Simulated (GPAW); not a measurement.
**Optical response of PbSe (Clausthalite)**

Aim: the dielectric function of PbSe (Clausthalite), and the optical constants that follow from it.

Main program and level: GPAW 26.7.0; DFT, LDA, plane-wave PAW (GPAW data sets), scalar-relativistic, RPA, optical limit.

## Step 1: Set-up

It takes space group Fm-3m (No. 225, cubic). The conventional cell has a = 6.121 Å, b = 6.121 Å, c = 6.121 Å, α = 90.00°, β = 90.00°, γ = 90.00°. Nearest to Pb lie 6 Se at 3.06 Å. Nearest to Se lie 6 Pb at 3.06 Å. Farther neighbours and most contacts between anions are not listed.

## Step 2: Ground state

The self-consistent density comes first; it also tells whether there is a gap, which decides the occupations and the need for a Drude term.

This step: DFT, LDA, plane-wave PAW (GPAW data sets), scalar-relativistic, ground state (GPAW 26.7.0).

File gs.py:

```python
from ase import Atoms
from ase.dft.bandgap import bandgap
from gpaw import GPAW, PW, FermiDirac

atoms = Atoms(['Pb', 'Se'],
              cell=[[0.000000000000, 3.060650000000, 3.060650000000],
                    [3.060650000000, 0.000000000000, 3.060650000000],
                    [3.060650000000, 3.060650000000, 0.000000000000]],
              scaled_positions=[[0.000000000000, 0.000000000000, 0.000000000000],
                                [0.500000000000, 0.500000000000, 0.500000000000]],
              pbc=[True, True, True])
atoms.calc = GPAW(mode=PW(450), xc='LDA', kpts={'size': (6, 6, 6), 'gamma': True},
                  occupations=FermiDirac(0.05), maxiter=150, txt='gs.txt')
print('energy (eV)', atoms.get_potential_energy())
print('Fermi level (eV)', atoms.calc.get_fermi_level())
print('valence electrons', atoms.calc.get_number_of_electrons())
print('gap (eV)', bandgap(atoms.calc, output=None)[0])
print('direct gap (eV)', bandgap(atoms.calc, direct=True, output=None)[0])
atoms.calc.write('gs.gpw')
```

On the command line:

```
$ OMP_NUM_THREADS=1 python gs.py
```

Numbers of over 12 decimals in the logs are rounded to 6 here.

The program printed:

```text
__  _  _
 | _ |_)|_||  |
 |__||  | ||/\| - 26.7.0

Versions:
  Python: 3.12.14
  ASE:    3.29.0
  Numpy:  2.5.5
  Scipy:  1.18.1
  Libxc:  7.0.0

Input parameters:
  mode=PW(ecut=450.000000),
  kpts=MonkhorstPack(size=(6, 6, 6), gamma=True),
  maxiter=150,
  occupations=Occupations(name='fermi-dirac', width=0.05, fixmagmom=False),
  xc=XC(name='LDA')

Diagonalizing LCAO Hamiltonian
Converting LCAO to pw mode

                Se

       Pb

Atoms  # Å, Bohr magnetons
|   | symbol |        x |        y |        z |    initial magnetic moments |
| 0 |     Pb | 0.000000 | 0.000000 | 0.000000 | ( 0.0000,  0.0000,  0.0000) |
| 1 |     Se | 3.060650 | 3.060650 | 3.060650 | ( 0.0000,  0.0000,  0.0000) |

Unit cell  # Å
| periodic |        x |        y |        z |  lengths |    angles |
|      yes | 0.000000 | 3.060650 | 3.060650 | 4.328413 | 60.000000 |
|      yes | 3.060650 | 0.000000 | 3.060650 | 4.328413 | 60.000000 |
|      yes | 3.060650 | 3.060650 | 0.000000 | 4.328413 | 60.000000 |

Number of symmetries: 48
Symmetry operations  # r_c * U_cc + t_c -> r_c
|    | kind |            matrix            |
|  0 |  σ   |  1, 0, 0,  1, 0,-1,  1,-1, 0 |
|  1 |  C2  |  1, 0, 0,  1,-1, 0,  1, 0,-1 |
|  2 |  E   |  1, 0, 0,  0, 1, 0,  0, 0, 1 |
|  3 |  σ   |  1, 0, 0,  0, 0, 1,  0, 1, 0 |
|  4 |  C4  |  1, 0,-1,  1, 0, 0,  1,-1, 0 |
|  5 |  S6  |  1, 0,-1,  1,-1, 0,  1, 0, 0 |
|  6 |  σ   |  1, 0,-1,  0, 1,-1,  0, 0,-1 |
|  7 |  C3  |  1, 0,-1,  0, 0,-1,  0, 1,-1 |
|  8 |  S6  |  1,-1, 0,  1, 0, 0,  1, 0,-1 |
|  9 |  C4  |  1,-1, 0,  1, 0,-1,  1, 0, 0 |
| 10 |  C3  |  1,-1, 0,  0,-1, 1,  0,-1, 0 |
| 11 |  σ   |  1,-1, 0,  0,-1, 0,  0,-1, 1 |
| 12 |  σ   |  0, 1, 0,  1, 0, 0,  0, 0, 1 |
| 13 |  C4  |  0, 1, 0,  0, 1,-1, -1, 1, 0 |
| 14 |  C3  |  0, 1, 0,  0, 0, 1,  1, 0, 0 |
| 15 |  S6  |  0, 1, 0, -1, 1, 0,  0, 1,-1 |
| 16 |  C2  |  0, 1,-1,  1, 0,-1,  0, 0,-1 |
| 17 |  σ   |  0, 1,-1,  0, 1, 0, -1, 1, 0 |
| 18 |  S4  |  0, 1,-1,  0, 0,-1,  1, 0,-1 |
| 19 |  C4  |  0, 1,-1, -1, 1, 0,  0, 1, 0 |
| 20 |  C3  |  0, 0, 1,  1, 0, 0,  0, 1, 0 |
| 21 |  σ   |  0, 0, 1,  0, 1, 0,  1, 0, 0 |
| 22 |  S6  |  0, 0, 1,  0,-1, 1, -1, 0, 1 |
| 23 |  C4  |  0, 0, 1, -1, 0, 1,  0,-1, 1 |
| 24 |  S4  |  0, 0,-1,  1, 0,-1,  0, 1,-1 |
| 25 |  C3  |  0, 0,-1,  0, 1,-1,  1, 0,-1 |
| 26 |  C2  |  0, 0,-1,  0,-1, 0, -1, 0, 0 |
| 27 |  S6  |  0, 0,-1, -1, 0, 0,  0,-1, 0 |
| 28 |  S4  |  0,-1, 1,  1,-1, 0,  0,-1, 0 |
| 29 |  C4  |  0,-1, 1,  0, 0, 1, -1, 0, 1 |
| 30 |  C2  |  0,-1, 1,  0,-1, 0,  1,-1, 0 |
| 31 |  σ   |  0,-1, 1, -1, 0, 1,  0, 0, 1 |
| 32 |  C3  |  0,-1, 0,  1,-1, 0,  0,-1, 1 |
| 33 |  S6  |  0,-1, 0,  0, 0,-1, -1, 0, 0 |
| 34 |  S4  |  0,-1, 0,  0,-1, 1,  1,-1, 0 |
| 35 |  C2  |  0,-1, 0, -1, 0, 0,  0, 0,-1 |
| 36 |  C2  | -1, 1, 0,  0, 1, 0,  0, 1,-1 |
| 37 |  S6  | -1, 1, 0,  0, 1,-1,  0, 1, 0 |
| 38 |  S4  | -1, 1, 0, -1, 0, 1, -1, 0, 0 |
| 39 |  C3  | -1, 1, 0, -1, 0, 0, -1, 0, 1 |
| 40 |  S6  | -1, 0, 1,  0, 0, 1,  0,-1, 1 |
| 41 |  C2  | -1, 0, 1,  0,-1, 1,  0, 0, 1 |
| 42 |  C3  | -1, 0, 1, -1, 1, 0, -1, 0, 0 |
| 43 |  S4  | -1, 0, 1, -1, 0, 0, -1, 1, 0 |
| 44 |  C2  | -1, 0, 0,  0, 0,-1,  0,-1, 0 |
| 45 |  i   | -1, 0, 0,  0,-1, 0,  0, 0,-1 |
| 46 |  σ   | -1, 0, 0, -1, 1, 0, -1, 0, 1 |
| 47 |  C2  | -1, 0, 0, -1, 0, 1, -1, 1, 0 |

BZ-sampling:
  Number of BZ points: 216
  Number of IBZ points: 16

  Monkhorst-Pack size: [6, 6, 6]
  Monkhorst-Pack shift: [0.083333, 0.083333, 0.083333]

K-points  # in reciprocal-cell coordinates
|     |                                coordinates |     weight |
|   0 | (  0.00000000,   0.00000000,   0.00000000) | 0.00462963 |
|   1 | (  0.16666667,   0.16666667,   0.00000000) | 0.02777778 |
|   2 | (  0.16666667,   0.16666667,   0.16666667) | 0.03703704 |
|   3 | (  0.33333333,   0.16666667,   0.16666667) | 0.05555556 |
|   4 | (  0.33333333,   0.33333333,  -0.33333333) | 0.05555556 |
|   5 | (  0.33333333,   0.33333333,   0.00000000) | 0.02777778 |
|   6 | (  0.33333333,   0.33333333,   0.16666667) | 0.11111111 |
|   7 | (  0.33333333,   0.33333333,   0.33333333) | 0.03703704 |
|   8 | (  0.50000000,   0.33333333,  -0.33333333) | 0.11111111 |
|   9 | (  0.50000000,   0.33333333,  -0.16666667) | 0.05555556 |
| ... |                                            |            |
|  15 | (  0.50000000,   0.50000000,   0.50000000) | 0.01851852 |

Plane wave coefficients: 1260
Cutoff: 450.000000 eV

Spin-components: 1 (collinear spins)
Bands:           13
Projectors:      11
Spin-degeneracy: 2
Datatype:        complex128

Parallelization:
  kpt:    1
  domain: 1
  band:   1

Density:
  Valence electrons: 20.0
  Components: 1
  Grid points: [24 24 24]
  Charge: 0.0  # |e|

Potential:
  Grid points: [24 24 24]

species:
  Pb:
    name:    Lead
    id:
    Z:       82.0
    valence: 14
    core:    68
    charge:  0.0  # [|e|]
    compensation charges:
      type: gauss
      rc: 0.38  # [Å]
      lmax: 2
    cutoffs:
      filter: 2.36  # [Å]
      core: 2.43  # [Å]
    projectors
    | kind |    occ | energy [eV] | rcut [Å] |
    |   6s |  2.000 |     -12.249 |    1.259 |
    |   6p |  2.000 |      -3.713 |    1.275 |
    |   5d | 10.000 |     -21.326 |    1.217 |
    |    s |        |      14.962 |    1.259 |
    |    p |        |      23.498 |    1.275 |
    |    d |        |       5.885 |    1.217 |

    Using partial waves for Pb as LCAO basis

  Se:
    name:    Selenium
    id:
    Z:       34.0
    valence: 6
    core:    28
    charge:  0.0  # [|e|]
    compensation charges:
      type: gauss
      rc: 0.27  # [Å]
      lmax: 2
    cutoffs:
      filter: 1.77  # [Å]
      core: 2.67  # [Å]
    projectors
    | kind |    occ | energy [eV] | rcut [Å] |
    |   4s |  2.000 |     -17.472 |    0.847 |
    |   4p |  4.000 |      -6.656 |    1.005 |
    |    s |        |       9.739 |    0.847 |
    |    p |        |      20.555 |    1.005 |
    |    d |        |       0.000 |    0.847 |

    Using partial waves for Se as LCAO basis

Reference energy: -632988.107271  # eV

eigensolver:
  PPCG
  Converge bands: occupied
  niter=2

density mixing:
  MSR1-Mixer
  Pratt-step length: 0.05
  Maximum mixing coefficient: 0.75
  Old densities: 10
  SVD Regularization: 0.005
  Good broyden scale: 1.0
  Trust region scale: 1.0
  Backstep threshold: 4.0
  History deletion threshold: 6.0
  Fourier metric: weight=20.0, sigma=0.015

occupation numbers:
  Fermi-Dirac:
    width: 0.0500  # eV

poisson solver:
  ecut: 3600.000000  # eV

xc functional:
  name: None

convergence criteria:
- Maximum [total energy] change in last 3 cyles: 0.0005 eV / valence electron
- Maximum integral of absolute [dens]ity change: 0.0001 electrons / valence electron
- Maximum integral of absolute [eigenst]ate change: 4e-08 eV^2 / valence electron
maximum number of iterations: 150

SCF iterations
|iter     |      energy | eigst |  dens |
|iter:   1||   -9.922022 | -0.10 |       |
|iter:   2||   -9.866743 | -1.89 | -1.25 |
|iter:   3||   -9.676563 | -1.72 | -1.30 |
|iter:   4||   -9.673309 | -3.66 | -1.88 |
|iter:   5||   -9.672964c| -4.60 | -2.31 |
|iter:   6||   -9.672969c| -5.49 | -3.28 |
|iter:   7||   -9.672970c| -6.52 | -3.87 |
|iter:   8||   -9.672970c| -7.39 | -4.41c|
|iter:   9||   -9.672970c| -7.56c| -5.16c|

Converged in 9 steps
SCF loop duration: 6.824 s (0.758 s/step)
Energy contributions relative to reference atoms: (reference = -632988.107271)

Energy contributions:
  Kinetic:          14.814173
  Coulomb:         -15.500721
  Zero:             -0.058242
  External:          0.000000
  Xc:               -8.927284
  Entropy:          -0.001793
  Spinorbit:         0.000000
  ----------------------------
  Free energy:      -9.673866
  Extrapolated:     -9.672970

dipole moment: (-25.972179, -25.972179, -25.972179)  # |e|*Ang

Fermi level: 5.842
Eigenvalues  # (at kpt = [0.000, 0.000, 0.000])
| band index |      eig [eV] | occ [0-2] |
|          0 |       -10.967 |     2.000 |
|        ... |               |           |
|          2 |       -10.958 |     2.000 |
|          3 |       -10.958 |     2.000 |
|          4 |       -10.958 |     2.000 |
|          5 |        -7.862 |     2.000 |
|          6 |        -0.617 |     2.000 |
|          7 |         3.891 |     2.000 |
|          8 |         3.891 |     2.000 |
|          9 |         3.891 |     2.000 |
|         10 |        10.340 |     0.000 |
|         11 |        10.340 |     0.000 |
|         12 |        10.340 |     0.000 |

Gap: 0.146 eV
Transition (v -> c):
  (s=0, k=15, n=9, [0.50, 0.50, 0.50]) -> (s=0, k=15, n=10, [0.50, 0.50, 0.50])
No difference between direct/indirect transitions

--- standard output ---
energy (eV) -9.672970
Fermi level (eV) 5.842060
valence electrons 20.0
gap (eV) 0.145982
direct gap (eV) 0.145982
```

Run time: 11 s. Hardware: 1 thread of Intel Xeon Platinum 8175M at 2.50GHz (Skylake/Cascade Lake), shared host; peak memory 0.14 GiB.

This step gave:

| Item | Value |
| --- | --- |
| energy | -9.673 eV |
| Fermi energy | 5.842 eV |
| electrons | 20 |

The gap, 0.15 eV, is so small that the occupations stay smeared, and the carriers that the smearing makes get a Drude term.

## Step 3: Bands for the response

At the fixed density, many empty bands are solved on the mesh of the response, since the spectrum sums over them.

This step: DFT, LDA, plane-wave PAW (GPAW data sets), scalar-relativistic, bands at fixed density (GPAW 26.7.0).

File nscf.py:

```python
from ase.dft.bandgap import bandgap
from gpaw import GPAW, FermiDirac

calc = GPAW('gs.gpw').fixed_density(kpts={'size': (16, 16, 16), 'gamma': True}, nbands=45, convergence={'bands': 39},
                                    occupations=FermiDirac(0.05), txt='nscf.txt')
print('gap (eV)', bandgap(calc, output=None)[0])
print('direct gap (eV)', bandgap(calc, direct=True, output=None)[0])
print('top band over the Fermi level (eV)', min(calc.get_eigenvalues(kpt=k)[38] for k in range(len(calc.get_ibz_k_points()))) - calc.get_fermi_level())
calc.write('full.gpw', mode='all')
```

On the command line:

```
$ OMP_NUM_THREADS=1 python nscf.py
```

The program printed:

```text
Diagonalizing LCAO Hamiltonian
Converting LCAO to pw mode
convergence criteria:
- Maximum integral of absolute [eigenst]ate change: 4e-08 eV^2 / valence electron
maximum number of iterations: 150

SCF iterations
|iter     |      energy | eigst |  dens |
|iter:   1||             | +3.62 |       |
|iter:   2||             | +2.24 |       |
|iter:   3||             | +1.36 |       |
|iter:   4||             | +0.44 |       |
|iter:   5||             | -0.30 |       |
|iter:   6||             | -1.07 |       |
|iter:   7||             | -1.73 |       |
|iter:   8||             | -2.47 |       |
|iter:   9||             | -3.16 |       |
|iter:  10||             | -3.88 |       |
|iter:  11||             | -4.55 |       |
|iter:  12||             | -5.23 |       |
|iter:  13||             | -5.88 |       |
|iter:  14||             | -6.48 |       |
|iter:  15||             | -7.01 |       |
|iter:  16||             | -7.49c|       |
SCF steps: 16
  __  _  _
 | _ |_)|_||  |
 |__||  | ||/\| - 26.7.0

Versions:
  Python: 3.12.14
  ASE:    3.29.0
  Numpy:  2.5.5
  Scipy:  1.18.1
  Libxc:  7.0.0

Input parameters:
  mode=PW(ecut=450.000000),
  convergence={'bands': 39},
  gpts=array([24, 24, 24]),
  kpts=MonkhorstPack(size=(16, 16, 16), gamma=True),
  maxiter=150,
  nbands=45,
  occupations=Occupations(name='fermi-dirac', width=0.05, fixmagmom=False),
  parallel={},
  xc=XC(name='LDA')

--- standard output ---
gap (eV) 0.145982
direct gap (eV) 0.145982
top band over the Fermi level (eV) 29.283702
```

The job ended after 4.6 min (1 thread; peak memory 0.32 GiB).

## Step 4: Dielectric function, RPA

Local fields let the induced charge screen the field inside the cell, which as a rule lowers ε, most along directions where the density is uneven.

This step: DFT, LDA, plane-wave PAW (GPAW data sets), scalar-relativistic, RPA, optical limit (GPAW 26.7.0).

File df.py:

```python
from gpaw.response.df import DielectricFunction

df = DielectricFunction('full.gpw', frequencies={'type': 'nonlinear', 'domega0': 0.03, 'omega2': 8},
                        ecut=80,
                        eta=0.2,
                        nbands=39,
                        rate=0.1,
                        txt='df.txt')
for direction in ['x']:
    df.get_dielectric_function(xc='RPA', direction=direction, filename=f'df_{direction}.csv')
```

On the command line:

```
$ OMP_NUM_THREADS=1 python df.py
```

The program printed:

```text
Using integrator: PointIntegrator
NonLinearFrequencyDescriptor(from 0.000 to 49.462 eV, 464 points)
Nonperiodic BCs:  [False False False]
Using integrator: PointIntegrator
NonLinearFrequencyDescriptor(from 0.000 to 49.462 eV, 464 points)
Nonperiodic BCs:  [False False False]
Using integrator: PointIntegrator

Calculating chi0 body with:
    Ground state adapter containing:
    Number of spins: 1
    Number of kpoints: 4096
    Number of irreducible kpoints: 145
    Number of completely occupied states: 9
    Number of partially occupied states: 11

    Linear response parametrization:
    q_c: [0.0, 0.0, 0.0]
    Number of frequency points: 464
    Planewave cutoff: 80.0
    Number of bands: 39
    Number of planewaves: 89
    Broadening (eta): 0.2

Integrating chi0 body.

Symmetries of q_c:
    Direct symmetries (Uq -> q): 48
    Indirect symmetries (TUq -> q): 0
In total 48 allowed symmetries.

145 groups of equivalent kpoints. 96.4599609375% reduction.

Integral kind: spectral function

Calculating chi0 optical extensions with:
    Ground state adapter containing:
    Number of spins: 1
    Number of kpoints: 4096
    Number of irreducible kpoints: 145
    Number of completely occupied states: 9
    Number of partially occupied states: 11

    Linear response parametrization:
    Number of frequency points: 464
    Planewave cutoff: 80.0
    Number of bands: 39
    Number of planewaves: 89
    Broadening (eta): 0.2
Integrating chi0 head and wings.

Symmetries of q_c:
    Direct symmetries (Uq -> q): 48
    Indirect symmetries (TUq -> q): 0
In total 48 allowed symmetries.

145 groups of equivalent kpoints. 96.4599609375% reduction.

Integral kind: spectral function wings

Calculating drude chi0 with:
    Number of frequency points:464
    Plasma frequency decay rate: 0.1 eV

    Ground state adapter containing:
    Number of spins: 1
    Number of kpoints: 4096
    Number of irreducible kpoints: 145
    Number of completely occupied states: 9
    Number of partially occupied states: 11

Symmetries of q_c:
    Direct symmetries (Uq -> q): 48
    Indirect symmetries (TUq -> q): 0
In total 48 allowed symmetries.

145 groups of equivalent kpoints. 96.4599609375% reduction.

Integral kind: intraband
Plasma frequency:
[[0.09+0.j 0.  -0.j 0.  +0.j]
 [0.  -0.j 0.09+0.j 0.  +0.j]
 [0.  +0.j 0.  +0.j 0.09+0.j]]
```

Elapsed: 49 s, on 1 thread; peak memory 0.41 GiB.

Read-outs, printed or worked out from the files:

| Item | Value |
| --- | --- |
| main peak of the optical conductivity above 1 eV, first axis | 2.470 eV |
| centre of weight of the strongest loss peak in the window | 15.08 eV |

The Im ε, E ∥ x by photon energy; read off at these points:

```tsv
photon energy (eV)	Im ε, E ∥ x
1.0	6.85
2.0	27.5
2.4	34.8
3.0	22.4
4.0	8.47
5.0	3.62
6.0	2.41
7.0	2.56
8.0	2.87
9.0	1.87
10.0	1.52
11.0	1.21
12.0	1.04
13.0	0.921
14.0	0.583
15.0	0.384
16.0	0.311
17.0	0.300
18.0	0.482
19.0	0.635
20.0	0.505
21.0	0.539
22.0	0.372
23.0	0.266
24.0	0.221
25.0	0.207
26.0	0.259
27.0	0.290
28.0	0.284
29.0	0.200
```

Re ε, E ∥ x against photon energy:

```tsv
photon energy (eV)	Re ε, E ∥ x
1	25.3
2	21.9
3	-10.0
4	-7.46
5	-3.74
6	-1.88
7	-0.909
8	-0.746
9	-0.910
10	-0.648
11	-0.394
12	-0.287
13	-0.204
14	-0.235
15	0.0452
16	0.288
17	0.503
18	0.705
19	0.519
20	0.463
21	0.473
22	0.416
23	0.470
24	0.562
25	0.648
26	0.691
27	0.678
28	0.626
29	0.611
```

The reflectivity at normal incidence, E ∥ x by photon energy; read off at these points:

```tsv
photon energy (eV)	reflectivity at normal incidence, E ∥ x (%)
0.50	44.1
1.00	45.7
1.50	49.3
2.00	54.4
2.50	60.3
3.00	65.2
3.18	66.0
3.50	61.7
4.00	63.3
4.50	62.4
5.00	56.8
5.50	50.4
6.00	45.1
6.50	33.0
7.00	32.3
7.50	26.0
8.00	30.6
8.50	33.5
8.77	34.9
9.00	33.6
9.50	32.1
10.00	30.3
10.50	29.3
11.00	26.3
11.50	25.7
12.00	24.6
12.50	23.4
13.00	23.0
13.50	26.5
14.00	29.5
14.50	24.0
15.00	19.7
15.50	12.9
16.00	8.80
16.50	5.60
17.00	3.60
17.50	2.32
18.00	2.44
18.50	4.12
19.00	5.31
19.50	5.67
20.00	5.31
20.50	4.69
21.00	5.35
21.50	6.35
22.00	5.50
22.50	5.07
23.00	4.01
23.50	3.08
24.00	2.46
24.50	2.09
25.00	1.52
25.50	1.37
26.00	1.38
26.50	1.49
27.00	1.61
27.50	1.82
28.00	2.01
28.50	2.09
29.00	1.85
```

The Im ε, E ∥ x by photon energy; read off at these points:

```tsv
photon energy (eV)	without local fields	with local fields
1.0	7.31	6.85
2.0	30.6	27.5
2.4	38.2	34.8
3.0	22.9	22.4
4.0	8.57	8.47
5.0	3.81	3.62
6.0	2.73	2.41
7.0	3.33	2.56
8.0	3.83	2.87
9.0	2.43	1.87
10.0	2.03	1.52
11.0	1.53	1.21
12.0	1.16	1.04
13.0	0.829	0.921
14.0	0.512	0.583
15.0	0.394	0.384
16.0	0.359	0.311
17.0	0.365	0.300
18.0	0.565	0.482
19.0	0.571	0.635
20.0	0.461	0.505
21.0	0.497	0.539
22.0	0.290	0.372
23.0	0.208	0.266
24.0	0.189	0.221
25.0	0.192	0.207
26.0	0.178	0.259
27.0	0.179	0.290
28.0	0.182	0.284
29.0	0.128	0.200
```

Values under 1 per cm are given as 1. The absorption coefficient, E ∥ x by photon energy:

photon energy (eV), log10 absorption coefficient, E ∥ x (1/cm) and a bar from the least value:
```
     1.01        4.8 
     1.99        5.7 #####################
     3.02        6.1 ##############################
     3.98        6.1 ##############################
     4.98        6.0 ############################
     6.02        6.0 ###########################
     6.99        6.0 ###########################
     8.03        6.0 #############################
     9.02        6.0 #############################
    10.03        6.0 ############################
    11.03        6.0 ############################
    12.02        6.0 ############################
    13.00        6.0 ############################
    14.04        6.0 ###########################
    14.96        5.8 #######################
    16.03        5.6 ###################
    16.96        5.5 #################
    18.05        5.7 #####################
    18.97        5.9 ########################
    20.06        5.8 #######################
    20.95        5.9 ########################
    22.02        5.8 ######################
    23.01        5.6 ###################
    24.04        5.5 #################
    24.97        5.5 ################
    25.94        5.6 ##################
    26.95        5.7 ####################
    28.00        5.7 ####################
    28.92        5.6 ##################
```

From ε follow the optical constants at some laser and lamp lines:

```tsv
wavelength (nm)	n	k	R (%)	1/α
1064	5.20	0.834	46.9	101 nm
800	5.33	1.454	49.5	44 nm
532	4.89	3.550	58.6	12 nm
450	3.53	4.156	62.7	8.6 nm
405	2.49	4.099	65.6	7.9 nm
365	1.75	3.458	64.1	8.4 nm
248	0.86	2.115	56.8	9.3 nm
```

In reflection the computed colour is light grey: x = 0.301, y = 0.320, luminous reflectivity 57 %.

## Step 5: Summary of results

- main peak of the optical conductivity above 1 eV, first axis: 2.47 eV
- centre of weight of the strongest loss peak in the window, first axis: 15.1 eV

In words: At this level (LDA, RPA) PbSe is a semimetal or has a tiny gap, with few carriers whose number hangs on mesh and smearing,; it reflects 58 % at 550 nm. In reflection the computed colour is light grey: x = 0.301, y = 0.320, luminous reflectivity 57 %. The carriers' damping of 0.1 eV is typed, not computed; it shapes the response at the lowest energies. Spin-orbit coupling is left out although heavy atoms are present. The sum runs over mesh points, so small or evenly spaced maxima can still be ripples of the mesh. The curves end at 29 eV, about where the summed bands run out. The gap is so small that the smearing puts carriers across it; at a true gap they would be absent, and excitons are missing too. GPAW's carrier term has the form −ωp²/(ω + i·rate)², which damps like twice the rate and fails at low energy, so the curves leave the lowest energies out.

[Machine, clock and banner lines and Python warnings are left out of the logs.]

[Logs are printed without paths, hosts, clocks, repeated set-up lines and the standing remarks that a program may print on its own settings, such as how far it seeks lower states.]

[Hosts, paths, dates, database ids (printed as entryN), source tags and the programs' standing remarks are cut or masked in the printed files.]
